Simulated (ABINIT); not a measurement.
# Quasiparticle gap of MoS2 (P6_3/mmc) in ABINIT

How does a plane-wave GW calculation on MoS2 (P6_3/mmc) run from the first input to the gap?

Program: ABINIT 10.8.3. Level of theory: PBE and many-body steps on it, plane waves. Results are calculated unless marked as measured.

The database entry behind the starting cell differs from later determinations by our own check (about 0.3 % long), so it need not match the best structure at ambient conditions.

## Step 1: Starting point

The structure is hexagonal, space group P6_3/mmc (No. 194). Conventional cell: a = 3.169 Å, b = 3.169 Å, c = 12.324 Å, α = 90.00°, β = 90.00°, γ = 120.00°. Nearest to Mo lie 6 S at 2.41 Å. Nearest to S lie 3 Mo at 2.41 Å. Farther neighbours and most contacts between anions are not listed.

The cell and positions come from the Crystallography Open Database and are kept as given unless a step says otherwise.

## Step 2: Ground state

This step: ABINIT 10.8.3; DFT, PBE, plane waves, norm-conserving pseudopotentials.

The ground-state density comes first.

run.abi reads:

```
acell 3*1.0 Angstrom
rprim 
  3.169000000004 -0.000000000001 0.000000000000
  -1.584500000001 2.744434504597 0.000000000000
  0.000000000000 0.000000000000 12.324000000000
ntypat 2
znucl 42 16
natom 6
typat 1 1 2 2 2 2
xred 
  0.333333333333 0.666666666667 0.250000000000
  0.666666666667 0.333333333333 0.750000000000
  0.333333333333 0.666666666667 0.623000000000
  0.666666666667 0.333333333333 0.123000000000
  0.333333333333 0.666666666667 0.877000000000
  0.666666666667 0.333333333333 0.377000000000
pp_dirpath "pseudos"
pseudos "Mo.upf, S.upf"
ecut 36
ngkpt 6 6 2
nshiftk 1
shiftk 0 0 0
kptopt 1
chksymbreak 0
nband 33
occopt 1
tolvrs 1e-10
nstep 60
prtwf 0
indata_prefix "in"
outdata_prefix "out"
tmpdata_prefix "tmp"
```

On the command line:

```bash
$ OMP_NUM_THREADS=1 mpirun -n 4 abinit run.abi > log
```

Numbers of over 12 decimals in the logs are rounded to 6 here.

Output:

```text
.Version 10.8.3 of ABINIT. v10.8.2 released Aug 2026.

 Symmetries : space group P6_3/m m c (#194); Bravais hP (primitive hexag.)
================================================================================
 Values of the parameters that define the memory need of the present run
     intxc =       0    ionmov =       0      iscf =       7    lmnmax =       6
     lnmax =       6     mgfft =     128  mpssoang =       3    mqgrid =    6291
     natom =       6  nloc_mem =       1    nspden =       1   nspinor =       1
    nsppol =       1      nsym =      24    n1xccc =    2501    ntypat =       2
    occopt =       1   xclevel =       2
-    mband =          33        mffmem =           1         mkmem =           4
       mpw =        7490          nfft =      165888          nkpt =          14
================================================================================
  Rough estimation (10% accuracy) of disk space for files :
================================================================================

--------------------------------------------------------------------------------
------------- Echo of variables that govern the present computation ------------
--------------------------------------------------------------------------------
 -outvars: echo values of preprocessed input variables --------
            acell      1.8897261259E+00  1.8897261259E+00  1.8897261259E+00 Bohr

      chksymbreak           0
             ecut      3.60000000E+01 Hartree
-          fftalg         312

              ixc     -101130
              kpt      0.00000000E+00  0.00000000E+00  0.00000000E+00
                       1.66666667E-01  0.00000000E+00  0.00000000E+00
                       3.33333333E-01  0.00000000E+00  0.00000000E+00
                       5.00000000E-01  0.00000000E+00  0.00000000E+00
                       1.66666667E-01  1.66666667E-01  0.00000000E+00
                       3.33333333E-01  1.66666667E-01  0.00000000E+00
                       3.33333333E-01  3.33333333E-01  0.00000000E+00
                       0.00000000E+00  0.00000000E+00  5.00000000E-01
                       1.66666667E-01  0.00000000E+00  5.00000000E-01
                       3.33333333E-01  0.00000000E+00  5.00000000E-01
                       5.00000000E-01  0.00000000E+00  5.00000000E-01
[...]
kptrlatt        6    0    0      0    6    0      0    0    2
          kptrlen      3.59312526E+01
P           mkmem           4
            natom           6
            nband          33
            ngfft          36      36     128
             nkpt          14
            nstep          60
             nsym          24
           ntypat           2
              occ      2.000000  2.000000  2.000000  2.000000  2.000000  2.000000
                       2.000000  2.000000  2.000000  2.000000  2.000000  2.000000
                       2.000000  2.000000  2.000000  2.000000  2.000000  2.000000
                       2.000000  2.000000  2.000000  2.000000  2.000000  2.000000
                       2.000000  2.000000  0.000000  0.000000  0.000000  0.000000
[...]
prtwf           0
            rprim      3.1690000000E+00 -1.0000000000E-12  0.0000000000E+00
[...]
spgroup         194

           tolvrs      1.00000000E-10

             xred      3.3333333333E-01  6.6666666667E-01  2.5000000000E-01
[...]
znucl       42.00000   16.00000

================================================================================

 chkinp: Checking input parameters for consistency.

================================================================================
== DATASET  1 ==================================================================
-   mpi_nproc: 4, omp_nthreads: 1 (-1 if OMP is not activated)

--- !DatasetInfo
iteration_state: {dtset: 1, }
dimensions: {natom: 6, nkpt: 14, mband: 33, nsppol: 1, nspinor: 1, nspden: 1, mpw: 7490, }
cutoff_energies: {ecut:  36.0, pawecutdg:  -1.0, }
electrons: {nelect:   5.20000000E+01, charge:   0.00000000E+00, occopt:   1.00000000E+00, tsmear:   1.00000000E-02, }

 Real(R)+Recip(G) space primitive vectors, cartesian coordinates (Bohr,Bohr^-1):
 R(1)=  5.9885421  0.0000000  0.0000000  G(1)=  0.1669856  0.0964092  0.0000000
 R(2)= -2.9942710  5.1862296  0.0000000  G(2)=  0.0000000  0.1928183  0.0000000
 R(3)=  0.0000000  0.0000000 23.2889848  G(3)=  0.0000000  0.0000000  0.0429388
 Unit cell volume ucvol=  7.2330822E+02 bohr^3
 Angles (23,13,12)=  9.00000000E+01  9.00000000E+01  1.20000000E+02 degrees

 getcut: wavevector=  0.0000  0.0000  0.0000  ngfft=  36  36 128
         ecut(hartree)=     36.000   => boxcut(ratio)=   2.03490

--- Pseudopotential description ------------------------------------------------
- Mo Generated using ONCVPSP code by D. R. Hamann
- 42.00000  14.00000  171031                  znucl, zion, pspdat
12 -101130 2 -1 1640                          pspcod,pspxc,lmax,lloc,mmax
     nproj     2     2     2
  pspatm : epsatm=   15.95693798
         --- l  ekb(1:nproj) -->
[...]
pspatm: atomic psp has been read  and splines computed

- S Generated using ONCVPSP code by D. R. Hamann
- 16.00000   6.00000  171031                  znucl, zion, pspdat
[...]
ETOT  9  -184.89632061420    -2.107E-09 1.706E-04 4.393E-07
 ETOT 10  -184.89632061432    -1.168E-10 2.595E-04 4.454E-08
 ETOT 11  -184.89632061434    -1.907E-11 1.106E-04 4.078E-09
 ETOT 12  -184.89632061434     4.093E-12 1.802E-04 3.639E-10
 ETOT 13  -184.89632061434    -1.677E-12 6.883E-05 5.798E-11

 At SCF step   13       vres2   =  5.80E-11 < tolvrs=  1.00E-10 =>converged.

 Cartesian components of stress tensor (hartree/bohr^3)
  sigma(1 1)= -5.90480407E-05  sigma(3 2)=  0.00000000E+00
  sigma(2 2)= -5.90480407E-05  sigma(3 1)=  0.00000000E+00
  sigma(3 3)= -7.38400160E-05  sigma(2 1)=  0.00000000E+00

--- !ResultsGS
iteration_state: {dtset: 1, }
comment   : Summary of ground state results
lattice_vectors:
- [  5.9885421,  -0.0000000,   0.0000000, ]
- [ -2.9942710,   5.1862296,   0.0000000, ]
- [  0.0000000,   0.0000000,  23.2889848, ]
lattice_lengths: [   5.98854,    5.98854,   23.28898, ]
lattice_angles: [ 90.000,  90.000, 120.000, ] # degrees, (23, 13, 12)
lattice_volume:   7.2330822E+02
convergence: {deltae: -1.677E-12, res2:  5.798E-11, residm:  6.883E-05, diffor: null, }
etotal    :  -1.84896321E+02
entropy   :   0.00000000E+00
fermie    :   3.09959974E-01
cartesian_stress_tensor: # hartree/bohr^3
- [ -5.90480407E-05,   0.00000000E+00,   0.00000000E+00, ]
- [  0.00000000E+00,  -5.90480407E-05,   0.00000000E+00, ]
- [  0.00000000E+00,   0.00000000E+00,  -7.38400160E-05, ]
pressure_GPa:   1.8823E+00
xred      :
- [  3.3333E-01,   6.6667E-01,   2.5000E-01, Mo]
- [  6.6667E-01,   3.3333E-01,   7.5000E-01, Mo]
- [  3.3333E-01,   6.6667E-01,   6.2300E-01,  S]
- [  6.6667E-01,   3.3333E-01,   1.2300E-01,  S]
- [  3.3333E-01,   6.6667E-01,   8.7700E-01,  S]
- [  6.6667E-01,   3.3333E-01,   3.7700E-01,  S]
cartesian_forces: # hartree/bohr
- [  7.02551321E-31,   3.65056375E-30,  -0.00000000E+00, ]
- [  7.02551321E-31,  -2.83932736E-30,  -9.03272127E-32, ]
- [ -1.40510264E-30,  -1.62247278E-30,   1.03786198E-03, ]
- [  2.56087294E-43,   8.11236389E-31,   1.03786198E-03, ]
- [  7.02551321E-31,  -4.05618195E-31,  -1.03786198E-03, ]
- [ -7.02551321E-31,   4.05618195E-31,  -1.03786198E-03, ]
force_length_stats: {min:   2.92634879E-30, max:   1.03786198E-03, mean:   6.91907984E-04, }

 Integrated electronic density in atomic spheres:
 ------------------------------------------------
 Atom  Sphere_radius  Integrated_density
[...]
================================================================================

 ----iterations are completed or convergence reached----

 Mean square residual over all n,k,spin=   43.385E-08; max=  68.827E-06
 reduced coordinates (array xred) for    6 atoms
[...]
0.666666666667      0.333333333333      0.750000000000
       0.333333333333      0.666666666667      0.623000000000
       0.666666666667      0.333333333333      0.123000000000
       0.333333333333      0.666666666667      0.877000000000
       0.666666666667      0.333333333333      0.377000000000
 rms dE/dt=  1.1394E-02; max dE/dt=  2.4171E-02; dE/dt below (all hartree)
    1      -0.000000000000     -0.000000000000      0.000000000000
    2      -0.000000000000      0.000000000000      0.000000000000
    3       0.000000000000      0.000000000000     -0.024170751752
    4      -0.000000000000     -0.000000000000     -0.024170751752
    5      -0.000000000000      0.000000000000      0.024170751752
    6       0.000000000000     -0.000000000000      0.024170751752

 cartesian coordinates (angstrom) at end:
    1      6.7e-13     1.829623     3.081000
    2      1.584500     0.914812     9.243000
    3      6.7e-13     1.829623     7.677852
    4      1.584500     0.914812     1.515852
[...]
cartesian forces (hartree/bohr) at end:
[...]
frms,max,avg= 4.8925283E-04 1.0378620E-03   0.000E+00  0.000E+00  0.000E+00 h/b

 cartesian forces (eV/Angstrom) at end:
[...]
2      0.000000    -0.000000    -0.000000
    3     -0.000000    -0.000000     0.053369
    4      0.000000     0.000000     0.053369
    5      0.000000    -0.000000    -0.053369
    6     -0.000000     0.000000    -0.053369
 frms,max,avg= 2.5158392E-02 5.3369009E-02   0.000E+00  0.000E+00  0.000E+00 e/A
 length scales=  1.889726125908  1.889726125908  1.889726125908 bohr
              =  1.000000000000  1.000000000000  1.000000000000 angstroms
 prteigrs : about to open file out_EIG
 Fermi (or HOMO) energy (hartree) =   0.30996   Average Vxc (hartree)=  -0.40245
 Eigenvalues (hartree) for nkpt=  14  k points:
 kpt#   1, nband= 33, wtk=  0.01389, kpt=  0.0000  0.0000  0.0000 (reduced coord)
  -1.95125   -1.95125   -1.00128   -1.00127   -0.99293   -0.99293   -0.99293   -0.99293
  -0.23958   -0.22966   -0.19514   -0.17888    0.05790    0.09584    0.18196    0.18981
   0.18981    0.19029    0.19029    0.23000    0.23000    0.23172    0.23172    0.26647
   0.26790    0.30996    0.38712    0.38733    0.38816    0.38827    0.39315    0.39331
   0.39947
 prteigrs : prtvol=0 or 1, do not print more k-points.

--- !EnergyTerms
iteration_state     : {dtset: 1, }
comment             : Components of total free energy in Hartree
kinetic             :  6.00147592861246E+01
hartree             :  5.39885223318747E+01
xc                  : -3.33780456302612E+01
Ewald energy        : -1.19847493795111E+02
psp_core            :  4.88769548579594E+00
local_psp           : -1.73802185837384E+02
non_local_psp       :  2.32404275446236E+01
total_energy        : -1.84896320614338E+02
total_energy_eV     : -5.03128519569748E+03
band_energy         : -1.61958635705189E+01

 Cartesian components of stress tensor (hartree/bohr^3)
  sigma(1 1)= -5.90480407E-05  sigma(3 2)=  0.00000000E+00
  sigma(2 2)= -5.90480407E-05  sigma(3 1)=  0.00000000E+00
  sigma(3 3)= -7.38400160E-05  sigma(2 1)=  0.00000000E+00

-Cartesian components of stress tensor (GPa)         [Pressure=  1.8823E+00 GPa]
- sigma(1 1)= -1.73725334E+00  sigma(3 2)=  0.00000000E+00
- sigma(2 2)= -1.73725334E+00  sigma(3 1)=  0.00000000E+00
- sigma(3 3)= -2.17244827E+00  sigma(2 1)=  0.00000000E+00

== END DATASET(S) ==============================================================
================================================================================

 -outvars: echo values of variables after computation  --------
           etotal     -1.8489632061E+02
            nband          33
             nkpt          14
          spgroup         194
 [... the other variables as echoed above ...]

 Calculation completed.
```

It took 49 s on 4 MPI ranks of Arm Neoverse V1, shared host; peak memory 0.44 GiB.

This step gave:

```yaml
total_energy: -5031.2852 eV
gap: 0.8887 eV
k_of_the_valence_top: 0, 0, 0
k_of_the_conduction_bottom: 0.1667, 0.1667, 0
least_direct_gap: 1.654 eV
pressure: 1.882 GPa
```

The gap is indirect, with the least direct gap 0.77 eV higher.

The cutoff was set for levels, not for stress, so the pressure can be off by some GPa.

[end of part 1 of 3]

[Paths, hosts, dates, memory and timing lines, banners, echoed tables and standing remarks are left out of the program output.]

[Logs are printed without paths, hosts, clocks, repeated set-up lines and the standing remarks that a program may print on its own settings, such as how far it seeks lower states.]

[Runs of the session that timed out or met a known fault of the program may be left out.]

[Hosts, paths, dates, database ids (printed as entryN), source tags and the programs' standing remarks are cut or masked in the printed files.]

[G0W0 gaps are taken among the corrected bands and points alone; a level outside them can change the order at an edge.]

[Where Ansatz stands beside ABINIT at settings called matched, ABINIT's density can come from a denser mesh and the files from another edition; pairs whose starting gaps differed by over 0.03 eV were left out, so agreement reads better than it is.]
